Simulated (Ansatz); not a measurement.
# A hypothetical structure for Bi2As

This structure for Bi2As is made up. Its elements were placed in a known structure type with a cell scaled to their sizes. What cell does the guess relax to, and how far off was it?

Method: DFT, PBE, plane-wave PAW, files of the set soft_1, scalar-relativistic, no spin, cell and ions relaxed at zero pressure; PAW set soft_1, in the first sound run; inputs show where later runs differ, in Ansatz 0.2.0.

## (1) Set-up

It takes space group I4/mmm (No. 139, tetragonal). The conventional cell has a = 4.307 Å, b = 4.307 Å, c = 16.881 Å, α = 90.00°, β = 90.00°, γ = 90.00°. Nearest to Bi lie 5 As at 3.06 to 3.15 Å. Nearest to Bi lie 4 Bi at 3.05 Å and 4 As at 3.15 Å. Nearest to As lie 9 Bi at 3.06 to 3.15 Å. Farther neighbours are not listed.

Structure file:

```cif
data_structure
_symmetry_space_group_name_H-M 'I4/mmm'
_symmetry_Int_Tables_number 139
_cell_length_a 4.3070
_cell_length_b 4.3070
_cell_length_c 16.8810
_cell_angle_alpha 90.000
_cell_angle_beta 90.000
_cell_angle_gamma 90.000
_cell_volume 313.15
loop_
_atom_site_label
_atom_site_type_symbol
_atom_site_symmetry_multiplicity
_atom_site_Wyckoff_symbol
_atom_site_fract_x
_atom_site_fract_y
_atom_site_fract_z
_atom_site_occupancy
Bi1 Bi 4 e 0.00000 0.00000 0.31690 1
Bi2 Bi 4 c 0.00000 0.50000 0.00000 1
As1 As 4 e 0.00000 0.00000 0.13580 1
```

## (2) Relaxing cell and atoms

The guessed cell has no reason to be at equilibrium. It is relaxed with the atoms, within the space group of the guess.

input.yaml

```yaml
crystal:
  lattice:
    - [-2.1535, 2.1535, 8.4405]
    - [2.1535, -2.1535, 8.4405]
    - [2.1535, 2.1535, -8.4405]
  atoms:
    - { symbol: Bi, position: [0.3169, 0.3169, 0.0] }
    - { symbol: Bi, position: [0.6831, 0.6831, 0.0] }
    - { symbol: Bi, position: [0.5, 0.0, 0.5] }
    - { symbol: Bi, position: [0.0, 0.5, 0.5] }
    - { symbol: As, position: [0.1358, 0.1358, 0.0] }
    - { symbol: As, position: [0.8642, 0.8642, 0.0] }
kpoints:
  mp_grid: { grid: [9, 9, 9] }
scf:
  occupations: { method: fermi_dirac, width: 0.05 }
hamiltonian:
  xc: pbe
  pseudopotentials: { kind: paw, azcp: { folder: soft_1 } }
relax:
  f_tol: 0.015
  max_steps: 70
  cell: {}
output:
  forces: true
  stress: true
```

Command:

```console
$ ansatz run input.yaml --threads 4 --pin off --max-ram 10240MiB --backend cpu --events-out ev --progress --plain --runs-dir out
```

Numbers of over 12 decimals in the logs are rounded to 6 here.

What it wrote:

```text
basis.fft_grid_basis auto: the FFT boxes are laid along the combinations [[1, 0, 1], [0, 1, 1], [0, 0, 1]] of the cell's own vectors, 4.307, 4.307 and 8.973 Å long. The dense box has 30×30×60 points. Along the cell's own vectors, as sized, it would have 60×60×60, 4.00 times as many. Of the 16 symmetry operations that the crystal satisfies within crystal.symmetry.tolerance (time reversal apart; of a slab, those that k [...]
Engine: ansatz 0.2.0, aarch64-unknown-linux-gnu
Pseudopotentials: kind: paw
Pseudopotential: Bi, paw, valence charge 15, recommended cutoff 420 eV (normal), soft_1/Bi.paw.azcp
Pseudopotential: As, paw, valence charge 15, recommended cutoff 420 eV (normal), soft_1/As.paw.azcp
Functional definition: PBE
  parameter kappa = 0.804
  parameter beta = 0.066725
  exchange = pbe_x(kappa = kappa, mu = beta*pi^2/3)
  correlation = pbe_c(beta = beta)
Crystal: 6 atoms, lattice volume = 156.573 Å³
Basis set: ecut = 420 eV, 3013 PW (Γ), FFT grids on a1+a3, a2+a3, a3, exchange–correlation on 60×60×120 points (8 copies of the dense FFT grid, shifted against one another)
Bands: 54, of which v1, the nominal top of the filled ones, is band 45 counted from 1 (44 counted from 0)
Symmetry: 16 space group operations
Space group: I4/mmm (ITA 139), of the structure as read, at distance tolerance 5.4e-5 Å
k-points: 75 of 729
Non-local potential: Bi, projectors of the file, l = 0: 2, l = 1: 2, l = 2: 2, l = 3: 1
Non-local potential: As, projectors of the file, l = 0: 2, l = 1: 2, l = 2: 3, l = 3: 1
PAW form: soft (Blöchl's): semilocal exchange-correlation on the pseudo side does not see the compensation charge
PAW one-centre angular grid: Bi, 590 points (default); XC on 64 Gauss nodes
PAW one-centre angular grid: As, 590 points (default); XC on 64 Gauss nodes
Initial density: superposition of atomic densities (chi_scale 0.1, normalization cell, long waves kept (reshape's long-wave potential 0.05 eV rms))
Initial wavefunctions: pseudopotential atomic-orbital guess
Functional: x = pbe(κ = 0.804, μ = 0.219515), c = pbe(β = 0.066725)
SCF iter   1: F=—  HF=-59307.435344 eV  |F-HF|=—  |Δ(HF+E_count)|=         —  Δρ=1.37e-2  dr2=6.06e-1  ethr=3.10e-3  ⟨swp⟩=8.3  Hψ=17085  notcnv=0  defer=10
preconditioner: auto → Kerker (q_TF=auto, 2.488 Å⁻¹)  [metal: Δε(μ)=0.021 eV  Ē_g=18.139 eV  σ=0.050 eV  W_gap=0.10  n_scr=42 (ndim 8)  ℏωp=24.8 eV  f_vac=0.000  D(μ)=3.25/eV (n_scr^D=20)]
SCF iter   2: F=—  HF=-59307.364511 eV  |F-HF|=—  |Δ(HF+E_count)|=   7.08e-2  Δρ=8.78e-3  dr2=2.60e-1  ethr=6.74e-4  ⟨swp⟩=2.0  Hψ=5136  notcnv=0  defer=69
SCF iter   3: F=—  HF=-59307.318511 eV  |F-HF|=—  |Δ(HF+E_count)|=   4.60e-2  Δρ=1.35e-3  dr2=2.12e-3  ethr=2.89e-4  ⟨swp⟩=2.7  Hψ=5166  notcnv=0  defer=93
SCF iter   4: F=—  HF=-59307.319293 eV  |F-HF|=—  |Δ(HF+E_count)|=   7.82e-4  Δρ=3.80e-4  dr2=3.76e-4  ethr=2.35e-6  ⟨swp⟩=2.1  Hψ=7216  notcnv=0  defer=93
SCF iter   5: F=—  HF=-59307.319204 eV  |F-HF|=—  |Δ(HF+E_count)|=   8.89e-5  Δρ=1.75e-4  dr2=1.26e-4  ethr=4.17e-7  ⟨swp⟩=2.0  Hψ=7336  notcnv=0  defer=93
SCF iter   6: F=—  HF=-59307.319196 eV  |F-HF|=—  |Δ(HF+E_count)|=   8.11e-6  Δρ=9.31e-5  dr2=3.66e-5  ethr=1.40e-7  ⟨swp⟩=2.0  Hψ=7299  notcnv=0  defer=93
SCF iter   7: F=—  HF=-59307.319187 eV  |F-HF|=—  |Δ(HF+E_count)|=   9.07e-6  Δρ=3.23e-5  dr2=4.47e-6  ethr=4.06e-8  ⟨swp⟩=2.9  Hψ=7503  notcnv=0  defer=93
SCF iter   8: F=—  HF=-59307.319187 eV  |F-HF|=—  |Δ(HF+E_count)|=   9.42e-8  Δρ=9.46e-6  dr2=3.42e-7  ethr=4.96e-9  ⟨swp⟩=2.0  Hψ=5068  notcnv=0  defer=93
SCF iter   9: F=-59307.319187 eV  HF=-59307.319187 eV  |F-HF|=5.38e-10  |Δ(HF+E_count)|=   7.50e-9  Δρ=2.08e-6  dr2=5.85e-9  ethr=1.11e-10  ⟨swp⟩=4.0  Hψ=12186  notcnv=0
SCF 1 converged in 9 iterations: F = -59307.319187 eV  dr2 = 5.85e-9
  greatest PAW one-centre occupation: 0.999 electrons in one spin orbital (limit 2), on the As atom at site 5 (counted from 0), in its partial waves of l = 2
relax step   1: F+E_penalty+E_count = -59307.31918672 eV  Δ(F+E_penalty+E_count) = +0.000e0 eV  max|allowed force component| = 1.052e0 eV/Å  Δτ_max = 0.0000 Å  P = +7.131 GPa  Ω = 156.573 Å³  (9 SCF iters, dr2 threshold 1.00e-7 eV, accepted)
Crystal: 6 atoms, lattice volume = 177.780 Å³
Basis set: ecut = 420 eV, 3509 PW (Γ), FFT grids on a1+a3, a2+a3, a3, exchange–correlation on 60×60×120 points (8 copies of the dense FFT grid, shifted against one another)
Initial density: handed on by an earlier stage of this run
Initial wavefunctions: those handed on with the density
iter 1 solved again at ethr=3.11e-5 eV; its pass at ethr=3.10e-3 eV (dr2=2.79e-2 eV) is discarded
SCF iter   1: F=—  HF=-59307.908630 eV  |F-HF|=—  |Δ(HF+E_count)|=         —  Δρ=4.37e-3  dr2=2.71e-2  ethr=3.11e-5  ⟨swp⟩=2.3  Hψ=27792  notcnv=0
preconditioner: auto → Kerker (q_TF=auto, 2.436 Å⁻¹)  [metal: Δε(μ)=0.008 eV  Ē_g=7.893 eV  σ=0.050 eV  W_gap=0.04  n_scr=42 (ndim 8)  ℏωp=15.3 eV  f_vac=0.000  D(μ)=3.18/eV (n_scr^D=20)]
SCF iter   2: F=—  HF=-59307.905453 eV  |F-HF|=—  |Δ(HF+E_count)|=   3.18e-3  Δρ=2.58e-3  dr2=9.76e-3  ethr=3.01e-5  ⟨swp⟩=2.0  Hψ=4565  notcnv=0
SCF iter   3: F=—  HF=-59307.905498 eV  |F-HF|=—  |Δ(HF+E_count)|=   4.50e-5  Δρ=6.83e-4  dr2=1.12e-3  ethr=1.08e-5  ⟨swp⟩=2.1  Hψ=8079  notcnv=0
SCF iter   4: F=—  HF=-59307.905455 eV  |F-HF|=—  |Δ(HF+E_count)|=   4.24e-5  Δρ=2.47e-4  dr2=1.67e-4  ethr=1.24e-6  ⟨swp⟩=2.0  Hψ=7413  notcnv=0
SCF iter   5: F=—  HF=-59307.905388 eV  |F-HF|=—  |Δ(HF+E_count)|=   6.75e-5  Δρ=1.70e-4  dr2=3.54e-5  ethr=1.85e-7  ⟨swp⟩=2.0  Hψ=7432  notcnv=0
SCF iter   6: F=—  HF=-59307.905387 eV  |F-HF|=—  |Δ(HF+E_count)|=   7.33e-7  Δρ=4.08e-5  dr2=6.61e-6  ethr=3.93e-8  ⟨swp⟩=2.0  Hψ=7414  notcnv=0
SCF iter   7: F=—  HF=-59307.905387 eV  |F-HF|=—  |Δ(HF+E_count)|=   4.24e-7  Δρ=1.79e-5  dr2=1.03e-6  ethr=7.34e-9  ⟨swp⟩=2.0  Hψ=4521  notcnv=0
SCF iter   8: F=-59307.905386 eV  HF=-59307.905386 eV  |F-HF|=2.20e-8  |Δ(HF+E_count)|=   1.04e-7  Δρ=3.72e-6  dr2=5.85e-8  ethr=6.67e-10  ⟨swp⟩=5.0  Hψ=14953  notcnv=0
SCF 2 converged in 8 iterations: F = -59307.905386 eV  dr2 = 5.85e-8
relax step   2: F+E_penalty+E_count = -59307.90538638 eV  Δ(F+E_penalty+E_count) = -5.862e-1 eV  max|allowed force component| = 4.043e-1 eV/Å  Δτ_max = 0.1831 Å  P = -1.283 GPa  Ω = 177.780 Å³  energy of the carried Pulay correction = -2.348e-3 eV  (8 SCF iters, dr2 threshold 6.00e-7 eV, accepted)
Crystal: 6 atoms, lattice volume = 175.847 Å³
Basis set: ecut = 420 eV, 3485 PW (Γ), FFT grids on a1+a3, a2+a3, a3, exchange–correlation on 60×60×120 points (8 copies of the dense FFT grid, shifted against one another)
[...]
SCF iter   3: F=—  HF=-59307.971429 eV  |F-HF|=—  |Δ(HF+E_count)|=   1.96e-4  Δρ=2.51e-4  dr2=1.12e-4  ethr=2.33e-6  ⟨swp⟩=2.0  Hψ=8012  notcnv=0
SCF iter   4: F=—  HF=-59307.971396 eV  |F-HF|=—  |Δ(HF+E_count)|=   3.31e-5  Δρ=1.18e-4  dr2=4.07e-5  ethr=1.25e-7  ⟨swp⟩=2.0  Hψ=7410  notcnv=0
SCF iter   5: F=—  HF=-59307.971390 eV  |F-HF|=—  |Δ(HF+E_count)|=   5.38e-6  Δρ=4.40e-5  dr2=8.12e-6  ethr=4.52e-8  ⟨swp⟩=2.0  Hψ=7426  notcnv=0
SCF iter   6: F=—  HF=-59307.971391 eV  |F-HF|=—  |Δ(HF+E_count)|=   5.40e-7  Δρ=1.74e-5  dr2=1.12e-6  ethr=9.03e-9  ⟨swp⟩=2.0  Hψ=4798  notcnv=0
SCF iter   7: F=-59307.971391 eV  HF=-59307.971391 eV  |F-HF|=7.73e-8  |Δ(HF+E_count)|=   3.70e-8  Δρ=4.08e-6  dr2=1.21e-7  ethr=6.67e-10  ⟨swp⟩=5.0  Hψ=16540  notcnv=0
SCF 3 converged in 7 iterations: F = -59307.971391 eV  dr2 = 1.21e-7
relax step   3: F+E_penalty+E_count = -59307.97139078 eV  Δ(F+E_penalty+E_count) = -6.600e-2 eV  max|allowed force component| = 2.469e-1 eV/Å  Δτ_max = 0.0701 Å  P = -0.619 GPa  Ω = 175.847 Å³  energy of the carried Pulay correction = -2.146e-3 eV  (7 SCF iters, dr2 threshold 6.00e-7 eV, accepted)
[...]
relax step   4: F+E_penalty+E_count = -59308.05930383 eV  Δ(F+E_penalty+E_count) = -8.791e-2 eV  max|allowed force component| = 2.915e-2 eV/Å  Δτ_max = 0.1954 Å  P = +0.850 GPa  Ω = 172.242 Å³  energy of the carried Pulay correction = -1.764e-3 eV  (7 SCF iters, dr2 threshold 6.00e-7 eV, accepted)
[...]
relax step   5: F+E_penalty+E_count = -59308.06828482 eV  Δ(F+E_penalty+E_count) = -8.981e-3 eV  max|allowed force component| = 1.460e-2 eV/Å  Δτ_max = 0.0137 Å  P = +0.352 GPa  Ω = 173.995 Å³  energy of the carried Pulay correction = -1.951e-3 eV  (5 SCF iters, dr2 threshold 6.00e-7 eV, accepted)
[...]
relax step   6: F+E_penalty+E_count = -59308.07916951 eV  Δ(F+E_penalty+E_count) = -1.088e-2 eV  max|allowed force component| = 6.406e-2 eV/Å  Δτ_max = 0.0280 Å  P = -0.047 GPa  Ω = 176.230 Å³  energy of the carried Pulay correction = -2.187e-3 eV  (6 SCF iters, dr2 threshold 6.00e-7 eV, accepted)
[...]
relax step   7: F+E_penalty+E_count = -59308.08912380 eV  Δ(F+E_penalty+E_count) = -9.954e-3 eV  max|allowed force component| = 6.972e-2 eV/Å  Δτ_max = 0.0995 Å  P = -0.108 GPa  Ω = 180.191 Å³  energy of the carried Pulay correction = -2.597e-3 eV  (8 SCF iters, dr2 threshold 2.56e-7 eV, accepted)
[...]
relax step   8: F+E_penalty+E_count = -59308.09112828 eV  Δ(F+E_penalty+E_count) = -2.004e-3 eV  max|allowed force component| = 2.017e-2 eV/Å  Δτ_max = 0.0157 Å  P = -0.114 GPa  Ω = 179.530 Å³  energy of the carried Pulay correction = -2.529e-3 eV  (6 SCF iters, dr2 threshold 6.00e-7 eV, accepted)
[...]
relax step   9: F+E_penalty+E_count = -59308.09155290 eV  Δ(F+E_penalty+E_count) = -4.246e-4 eV  max|allowed force component| = 5.701e-3 eV/Å  Δτ_max = 0.0052 Å  P = -0.039 GPa  Ω = 179.328 Å³  energy of the carried Pulay correction = -2.508e-3 eV  (6 SCF iters, dr2 threshold 9.52e-8 eV, accepted)
Basis set: ecut = 420 eV, 3559 PW (Γ), FFT grids on a1+a3, a2+a3, a3, exchange–correlation on 60×60×144 points (8 copies of the dense FFT grid, shifted against one another)
Initial wavefunctions: pseudopotential atomic-orbital guess (no wavefunctions were taken with the density)
iter 1 solved again at ethr=3.65e-7 eV; its pass at ethr=3.10e-3 eV (dr2=3.28e-4 eV) is discarded
SCF iter   1: F=—  HF=-59308.094535 eV  |F-HF|=—  |Δ(HF+E_count)|=         —  Δρ=3.21e-4  dr2=8.82e-6  ethr=3.65e-7  ⟨swp⟩=3.0  Hψ=25276  notcnv=0
SCF iter   2: F=—  HF=-59308.095506 eV  |F-HF|=—  |Δ(HF+E_count)|=   9.71e-4  Δρ=1.64e-4  dr2=2.28e-6  ethr=9.80e-9  ⟨swp⟩=2.0  Hψ=6677  notcnv=0
SCF iter   3: F=—  HF=-59308.095837 eV  |F-HF|=—  |Δ(HF+E_count)|=   3.31e-4  Δρ=1.36e-5  dr2=3.67e-8  ethr=2.53e-9  ⟨swp⟩=2.0  Hψ=5187  notcnv=0
SCF iter   4: F=—  HF=-59308.095839 eV  |F-HF|=—  |Δ(HF+E_count)|=   1.55e-6  Δρ=1.71e-6  dr2=1.85e-9  ethr=4.08e-11  ⟨swp⟩=2.4  Hψ=7457  notcnv=0
SCF iter   5: F=—  HF=-59308.095839 eV  |F-HF|=—  |Δ(HF+E_count)|=   2.65e-8  Δρ=3.45e-7  dr2=5.89e-10  ethr=2.05e-12  ⟨swp⟩=2.0  Hψ=7435  notcnv=0
SCF iter   6: F=—  HF=-59308.095839 eV  |F-HF|=—  |Δ(HF+E_count)|=  4.37e-10  Δρ=1.95e-7  dr2=1.82e-10  ethr=1.00e-12  ⟨swp⟩=2.0  Hψ=7378  notcnv=0
SCF iter   7: F=-59308.095839 eV  HF=-59308.095839 eV  |F-HF|=2.91e-11  |Δ(HF+E_count)|=  1.96e-10  Δρ=6.34e-8  dr2=4.67e-11  ethr=1.00e-12  ⟨swp⟩=4.0  Hψ=12189  notcnv=0
SCF 10 converged in 7 iterations: F = -59308.095839 eV  dr2 = 4.67e-11
relax step  10: F+E_penalty+E_count = -59308.09583908 eV  Δ(F+E_penalty+E_count) = -4.286e-3 eV  max|allowed force component| = 4.193e-3 eV/Å  Δτ_max = 0.0000 Å  P = -0.011 GPa  Ω = 179.328 Å³  stress off target by 3.08e-2 GPa  SCF on the basis re-selected at this cell (its energy is not comparable with the rows above)  (7 SCF iters)
basis re-selected at this cell: Δ(F+E_penalty+E_count) = -4.286e-3 eV, ΔP = +0.027 GPa vs the last step (what re-selecting the basis moved, of the pressure what is left beyond the Pulay correction that the steps carried, after the strain that the cell walked since its last selection, with what the two solves' SCF thresholds leave and, on support functions, any second-order correction that the steps lacked; it is no measure of the basis error at this ecutwfc). The dense FFT grid was sized anew with the basis: this SCF ran on 30×30×72 points, the steps before it on 30×30×60, so part of this shift can come from that change (see relax.cell in the input reference). [rest of the remark cut]
SCF converged after 7 iterations
Free energy (F): -59308.095839 eV
Harris-Foulkes:  -59308.095839 eV  (|F-HF|=2.91e-11)
Internal energy: -59308.067193 eV  (E = F + TS)
E sigma→0 (E₀):  -59308.081516 eV
Entropy (-TS):   -0.028646 eV (-4.774 meV/atom)
Fermi energy:    10.058929 eV
--- Per-component energies (eV) ---
  E_band       = -882.796623
  E_kinetic    = 1203.502151
  E_local      = -9233.448725  (includes V_loc(G=0)·N_el)
  E_nonlocal   = 846.239708
  E_hartree    = 4184.207264
  E_xc         = -745.153966
  E_vxc        = -668.884734  (∫ρ·V_xc dr)
  E_paw        = -46677.292556  (= ΣΔE_a)
  E_vpaw       = -1398.620243  (= ΣTr[D̂ρ^β])
  E_aug_tail   = 0.000813  (compensation charges beyond the density's cutoff)
  E_ewald      = -8886.121883
  E_smearing   = -0.028646  (= −TS)
  E_closure    = -0.000000  (closes the sum)
  Σ components = -59308.095839   (vs F -59308.095839, Δ=0.00e0)
--- Forces (eV/Å), atoms counted from 1 ---
  atom   1  Bi     0.00000000     0.00000000    -0.00387094
  atom   2  Bi    -0.00000000     0.00000000     0.00387094
  atom   3  Bi     0.00000000     0.00000000    -0.00000000
  atom   4  Bi     0.00000000     0.00000000     0.00000000
  atom   5  As    -0.00000000    -0.00000000     0.00419310
  atom   6  As     0.00000000     0.00000000    -0.00419310
  max |Σ_I F_I| component: 1.11e-17 eV/Å
--- Stress (GPa, compression-positive) ---
       -0.030819      -0.000000       0.000000
       -0.000000      -0.030819      -0.000000
        0.000000       0.000000       0.027774
  P = ⅓ Tr σ = -0.0113 GPa (-0.113 kbar)
--- Relaxed structure (9 steps of the walk, 9 accepted, 1 SCFs on fresh bases) ---
  F+E_penalty+E_count = -59308.09583908 eV   max|allowed force component| = 4.193e-3 eV/Å   (the final SCF, on the basis selected at the relaxed cell)
  cell:  # Å, volume = 179.3281 Å³
    - [-2.195873, 2.195873, 9.297667]
    - [2.195873, -2.195873, 9.297667]
    - [2.195873, 2.195873, -9.297667]
  atoms:
    - { symbol: Bi, position: [0.322846, 0.322846, 0] }
    - { symbol: Bi, position: [0.677154, 0.677154, 0] }
    - { symbol: Bi, position: [0.5, 6.336983256436265e-19, 0.5] }
    - { symbol: Bi, position: [6.336983256436418e-19, 0.5, 0.5] }
    - { symbol: As, position: [0.170105, 0.170105, 0] }
    - { symbol: As, position: [0.829895, 0.829895, 0] }
```

The job ended after 72 s (4 threads of Arm Neoverse V2, shared host; peak memory 0.84 GiB; 4.7 min of CPU time).

Relaxation path:

```tsv
step	energy less that of the first step (eV)	largest force component (eV/Å)	pressure (GPa)	volume (Å³)
1	0.0000	1.0519	7.13	156.57
2	-0.5862	0.4043	-1.28	177.78
3	-0.6522	0.2469	-0.62	175.85
4	-0.7401	0.0291	0.85	172.24
5	-0.7491	0.0146	0.35	173.99
6	-0.7600	0.0641	-0.05	176.23
7	-0.7699	0.0697	-0.11	180.19
8	-0.7719	0.0202	-0.11	179.53
9	-0.7724	0.0057	-0.04	179.33
10*	-0.7767	0.0042	-0.01	179.33
```

Relaxation steps marked * repeat the geometry before them on a plane-wave basis chosen anew for their cell, so energy and pressure can jump there.

Forces are held to the 16 operations that the run works with; a distortion that breaks them can't arise in this run.

```tsv
conventional cell, symmetrised	before	after	change
a (Å)	4.307	4.392	+2.0 %
b (Å)	4.307	4.392	+2.0 %
c (Å)	16.881	18.595	+10.2 %
volume (Å³/atom)	26.10	29.89	+14.5 %
```

The atoms that moved most (Å, as changes of fractional coordinates times the final cell):

```tsv
atom	dx	dy	dz	length
As5	0.000	0.000	0.638	0.638
As6	0.000	0.000	-0.638	0.638
Bi1	0.000	0.000	0.111	0.111
Bi2	0.000	0.000	-0.111	0.111
```

The relaxed structure:

```xyz
6
Lattice="-2.1959 2.1959 9.2977 2.1959 -2.1959 9.2977 2.1959 2.1959 -9.2977" Properties=species:S:1:pos:R:3 pbc="T T T"
Bi    0.0000    0.0000    6.0034
Bi    0.0000    0.0000   12.5919
Bi    0.0000    2.1959    0.0000
Bi    2.1959    0.0000    0.0000
As    0.0000    0.0000    3.1632
As    0.0000    0.0000   15.4322
```

This step gave:

| Quantity | Value |
| --- | --- |
| free energy | -59308.0958 eV |
| energy at zero smearing | -59308.0815 eV |
| smearing term TS | 0.02865 eV |
| Fermi energy | 10.06 eV |
| electrons | 90 |
| symmetry operations | 16 |
| pressure | -0.01129 GPa |

Shortest distances by pair of elements, guess and relaxed (not always the same contact):

```tsv
pair	guess (Å)	relaxed (Å)
As–Bi	3.057	2.840
Bi–Bi	3.046	3.105
As–As	4.307	4.298
```

The relaxation ends with a largest force component of 0.0042 eV/Å and a pressure of -0.01 GPa.

[end of part 1 of 2]

[Logs are printed without paths, hosts, clocks, repeated set-up lines and the standing remarks that a program may print on its own settings, such as how far it seeks lower states.]

[Hosts, paths, dates, database ids (printed as entryN), source tags and the programs' standing remarks are cut or masked in the printed files.]
